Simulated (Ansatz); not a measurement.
# Starting-point dependence of the GW gap of TaAgO3 (R3c), part 2 of 2

How much of the starting functional survives in the G0W0 gap of TaAgO3 (R3c)?

Ansatz 0.2.0; G0W0 on several functionals, plane waves, PAW. Known limits of the many-body steps: not at the basis limit; d shell near the gap, gap tends to lie low; no spin-orbit coupling.

So far. Step 2 (G0W0 on LDA): The gap on the mesh goes from 1.87 eV to 3.41 eV, a correction of +1.54 eV, though a band edge has moved to another state.

In doubt: masses and optical values from hybrid runs of this build are listed as unsure (steps 3, 4), which bears on the screening that GW takes from such a start; one-shot GW on d or f shells is unsure, so the values of those runs are not to be relied on.

## (3) G0W0 on HSE06

The same correction from a different start measures what one shot leaves open.

This step: G0W0 on HSE06, plane waves, PAW.

input.yaml

```yaml
crystal:
  lattice:
    - [2.76405, 1.5958250116, 4.5719666667]
    - [-2.76405, 1.5958250116, 4.5719666667]
    - [0.0, -3.1916500231, 4.5719666667]
  atoms:
    - { symbol: Ta, position: [-0.0026385787, -0.0026385787, -0.0026385787] }
    - { symbol: Ta, position: [0.4973614213, 0.4973614213, 0.4973614213] }
    - { symbol: Ag, position: [0.249001027, 0.249001027, 0.249001027] }
    - { symbol: Ag, position: [0.749001027, 0.749001027, 0.749001027] }
    - { symbol: O, position: [0.8177770211, 0.6856263691, 0.2524341615] }
    - { symbol: O, position: [0.2524341615, 0.8177770211, 0.6856263691] }
    - { symbol: O, position: [0.6856263691, 0.2524341615, 0.8177770211] }
    - { symbol: O, position: [0.7524341615, 0.1856263691, 0.3177770211] }
    - { symbol: O, position: [0.1856263691, 0.3177770211, 0.7524341615] }
    - { symbol: O, position: [0.3177770211, 0.7524341615, 0.1856263691] }
kpoints:
  mp_grid: { grid: [4, 4, 4] }
hamiltonian:
  xc: hse06
  pseudopotentials: { kind: paw, source: ansatz }
scf:
  occupations: { method: fixed }
gw:
  n_empty_bands: 719
  ecut_chi: 190.0
  qp_bands: [v3, c3]
  qp_kpoints: band_edges
  screening: { model: contour_deformation }
```

On the command line:

```sh
$ ansatz run input.yaml --threads 4 --pin off --max-ram 138240MiB --backend cuda --events-out ev --progress --plain --runs-dir out --devices 1 --max-vram 26GiB
```

Numbers of over 12 decimals in the logs are rounded to 6 here.

Output:

```text
GPUs: using 1 of 1 available (devices: 1).
[...]
davidson cushion auto → on  (no smearing: the cushion is to keep the highest requested band from converging to the state above it; pin scf.eigensolver.cushion to override)
[...]
GPU FFT provider: cuFFT
GPU libraries: cuBLAS 13.8.2, cuFFT 12.4.0, cuSOLVER 12.3.4
Crystal: 10 atoms, lattice volume = 121.000 Å³
Basis set: ecut = 930 eV, 7793 PW (Γ)
Bands: 77, of which v1, the nominal top of the filled ones, is band 64 counted from 1 (63 counted from 0)
Symmetry: 6 space group operations
[...]
k-points: 13 of 64 (time reversal used)
[...]
GPU buffer pool allocated for 262144 grid points (all kernels)
[...]
SCF iter   1: F=—  HF=-52184.817574 eV  |F-HF|=—  |Δ(HF+E_count)|=         —  Δρ=6.95e-2  dr2=3.68e0  ethr=1.00e-1  ⟨swp⟩=5.2  Hψ=2796  notcnv=0
[...]
SCF iter   6: F=-52183.868111 eV  HF=-52183.868110 eV  |F-HF|=1.70e-6  |Δ(HF+E_count)|=   5.77e-4  Δρ=7.79e-4  dr2=3.93e-4  ethr=2.39e-6  ⟨swp⟩=3.0  Hψ=2773  notcnv=0
SCF 1 stopped early in 6 iterations: F = -52183.868111 eV  dr2 = 3.93e-4
[...]
GPU FFT provider: cuFFT
GPU libraries: cuBLAS 13.8.2, cuFFT 12.4.0, cuSOLVER 12.3.4
[...]
GPU buffer pool allocated for 262144 grid points (all kernels)
[...]
Frozen-core exchange: fock
[...]
Internal energy: -52190.104316 eV  (E = F + TS)
E sigma→0 (E₀):  -52190.104316 eV
Fermi energy:    12.212098 eV
[...]
--- Band table (eV; the first three rows and the last of 13) ---
  k-point 0: bands = [... 60 lower, 11.4797, 11.6516, 12.1293, 12.1293, 15.8175, 15.8443, 15.8443, 16.3871, ... 2 higher]
  k-point 1: bands = [... 60 lower, 11.5061, 11.9318, 12.0068, 12.1573, 16.3123, 16.4250, 16.5369, 17.5177, ... 2 higher]
  k-point 2: bands = [... 60 lower, 11.8837, 11.8837, 12.1635, 12.1635, 17.3635, 17.3635, 17.8049, 17.8049, ... 2 higher]
  k-point 12: bands = [... 60 lower, 11.9266, 11.9266, 11.9266, 11.9266, 17.2976, 17.2976, 18.0522, 18.0522, ... 2 higher]
  guard bands above this table: 7 of the run's 77 bands. The solve was not asked for them (output.publish_guard_bands: true or output.eigenvalues: true publishes all)
[...]
0    62     11.6516   -29.1930     4.0691   -24.9901  0.7787    11.5176    11.5179  root
     0    63     12.1293   -29.3824     4.1505   -25.2202  0.7747    12.1176    12.1176  root
     0    64     12.1293   -29.3824     4.1505   -25.2202  0.7747    12.1176    12.1176  root
     0    65     15.8175   -13.1225    -4.5714   -17.9430  0.8216    16.0671    16.0666  root
     0    66     15.8443   -13.5599    -4.6107   -18.4308  0.8199    16.1051    16.1045  root
     0    67     15.8443   -13.5599    -4.6107   -18.4308  0.8199    16.1051    16.1045  root
     1    62     11.9318   -29.8788     4.1243   -25.6685  0.7782    11.8457    11.8459  root
     1    63     12.0068   -30.2667     4.1646   -26.0227  0.7784    11.9273    11.9274  root
[...]
12    64     11.9266   -31.3105     4.2352   -26.9624  0.7805    11.8136    11.8138  root
    12    65     17.2976   -11.8343    -4.9423   -16.9836  0.8143    17.5050    17.5045  root
    12    66     17.2976   -11.8343    -4.9423   -16.9836  0.8143    17.5050    17.5045  root
    12    67     18.0522   -14.4668    -5.0251   -19.8078  0.7911    18.3693    18.3680  root
[key lines of the parts left out:]
Free energy (F): -52190.104316 eV
```

The job ended after 5.3 min (1 × NVIDIA H100 80GB HBM3 (shared by 3 runs) with 4 threads of AMD EPYC 7R13 (Zen 3), shared host; peak memory 5 GiB).

This step gave:

```
bands summed                                 : 783
RPA ε∞ on this mesh (eigenvalues)            : 4.637, 4.734, 4.734
plane waves in the screening matrix          : 725
q-points in the mesh                         : 64
G0W0 gap on the mesh                         : 3.799 eV
k of the valence top                         : 0, 0, 0
k of the conduction bottom                   : 0, -0.5, -0.5
starting gap on the mesh                     : 3.456 eV
Z at the valence top                         : 0.7747
Z at the conduction bottom                   : 0.8217
least direct G0W0 gap on the computed points : 3.934 eV
```

Against the run with 4×4×4 mesh, 719 empty bands, screening to 190 eV, hard PAW files on LDA, the gap moves by +0.39 eV, while the start moved by +1.59 eV.

## (4) G0W0 on PBE0

This step: G0W0 on PBE0, plane waves, PAW.

Edit input.yaml of step 3 so:

```diff
@@ -19,3 +19,3 @@
 hamiltonian:
-  xc: hse06
+  xc: pbe0
   pseudopotentials: { kind: paw, source: ansatz }
```

Output:

```text
GPUs: using 1 of 1 available (devices: 1).
[...]
GPU FFT provider: cuFFT
GPU libraries: cuBLAS 13.8.2, cuFFT 12.4.0, cuSOLVER 12.3.4
Crystal: 10 atoms, lattice volume = 121.000 Å³
Basis set: ecut = 930 eV, 7793 PW (Γ)
Bands: 77, of which v1, the nominal top of the filled ones, is band 64 counted from 1 (63 counted from 0)
Symmetry: 6 space group operations
[...]
k-points: 13 of 64 (time reversal used)
[...]
1    62     11.5348   -29.8659     3.9832   -26.0540  0.7913    11.7059    11.7062  root
     1    63     11.6102   -30.2497     4.0232   -26.4040  0.7914    11.7875    11.7879  root
[...]
12    64     11.5356   -31.2770     4.0902   -27.3223  0.7934    11.6709    11.6711  root
    12    65     17.6642   -11.7806    -4.8187   -16.5450  0.8264    17.6099    17.6099  root
    12    66     17.6642   -11.7806    -4.8187   -16.5450  0.8264    17.6099    17.6099  root
    12    67     18.4405   -14.4419    -4.8889   -19.3788  0.8053    18.4886    18.4886  root
[key lines of the parts left out:]
Free energy (F): -52184.750425 eV
Fermi energy:    11.821529 eV
```

Run time: 4.7 min. Hardware: 1 × NVIDIA H100 80GB HBM3 (shared by 3 runs) with 4 threads; peak memory 4.9 GiB.

This step gave:

* bands summed: 783
* RPA ε∞ on this mesh (eigenvalues): 4.315, 4.403, 4.403
* plane waves in the screening matrix: 725
* G0W0 gap on the mesh: 4.024 eV
* k of the valence top: 0, 0, 0
* k of the conduction bottom: 0, -0.5, -0.5
* starting gap on the mesh: 4.204 eV
* least direct G0W0 gap on the computed points: 4.165 eV

Against the run with 4×4×4 mesh, 719 empty bands, screening to 190 eV, hard PAW files on HSE06, the gap moves by +0.22 eV, while the start moved by +0.75 eV.

## (5) The starts together

All on the 4×4×4 mesh with 719 empty bands and screening to 190 eV. Times are wall times on 1 × NVIDIA H100 80GB HBM3 (shared by 3 runs) with 4 threads of AMD EPYC 7R13 (Zen 3), shared host, good to a factor of about two.

```
start  starting gap (eV)  shift (eV)  G0W0 gap (eV)  RPA ε∞ (harmonic mean)  Z (valence, conduction)     time
  LDA               1.87       +1.54           3.41                    6.90               0.73, 0.79    2 min
HSE06               3.46       +0.34           3.80                    4.70               0.77, 0.82  5.3 min
 PBE0               4.20       −0.18           4.02                    4.37               0.79, 0.83  4.7 min
```

The parts of the quasiparticle energy at the two band edges (eV; QP = start + Σx + Σc − Vxc):

```
  run               edge  start      Σx     Σc     Vxc     Z     QP
  LDA        valence top  12.85  -29.50   4.59  -24.36  0.73  12.29
  LDA  conduction bottom  14.85  -13.17  -4.94  -18.96  0.79  15.70
HSE06        valence top  12.13  -29.38   4.15  -25.22  0.77  12.12
HSE06  conduction bottom  15.67  -12.66  -4.71  -17.61  0.82  15.92
 PBE0        valence top  11.73  -29.37   4.01  -25.61  0.79  11.98
 PBE0  conduction bottom  16.03  -12.63  -4.60  -17.21  0.83  16.01
```

For a hybrid start, Vxc holds its share of exact exchange. Where G0W0 reorders the edges (LDA, HSE06 and PBE0), the two states listed lie further apart at the start than the starting gap.

## (6) What came out

```
G0W0@LDA     : 3.41 eV (start 1.87 eV)
G0W0@HSE06   : 3.80 eV (start 3.46 eV)
G0W0@PBE0    : 4.02 eV (start 4.20 eV)
known limits : not at the basis limit; d shell near the gap, gap tends to lie low; no spin-orbit coupling
```

The starting gaps span 2.34 eV and the G0W0 gaps 0.62 eV. Between LDA and PBE0, 0.62 eV of the 2.34 eV survives, 26 %. PBE0 screens less than LDA (ε∞ 4.37 against 6.90). Of the 0.62 eV by which its G0W0 gap is higher, the correlation part gives +0.92 eV, and exchange with the one-particle terms, which follow the orbitals, −0.30 eV. On PBE0 the correction is negative: that start lies above its own G0W0 value. The smallest correction, −0.18 eV, is on PBE0, the start nearest to reproducing itself. Bands and cutoff are finite, so the gap is not at the basis limit. The miss can reach some tenths of an eV and take either sign; the mesh is an error of its own. A d shell, filled or nearly so, lies near the gap. One-shot GW converges very slowly in bands there, not always from below, and on a semilocal start the gap tends to come out low; starts rich in exact exchange can overshoot instead. The many-body steps are scalar-relativistic: spin-orbit coupling is not in them.

[Paths, hosts, dates, memory and timing lines, banners, echoed tables and standing remarks are left out of the program output.]

[Logs are printed without paths, hosts, clocks, repeated set-up lines and the standing remarks that a program may print on its own settings, such as how far it seeks lower states.]

[Runs of the session that timed out or met a known fault of the program may be left out.]

[Cells called generated may have been cut or substituted from an entry of the Crystallography Open Database or the Materials Project.]

[Hosts, paths, dates, database ids (printed as entryN), source tags and the programs' standing remarks are cut or masked in the printed files.]
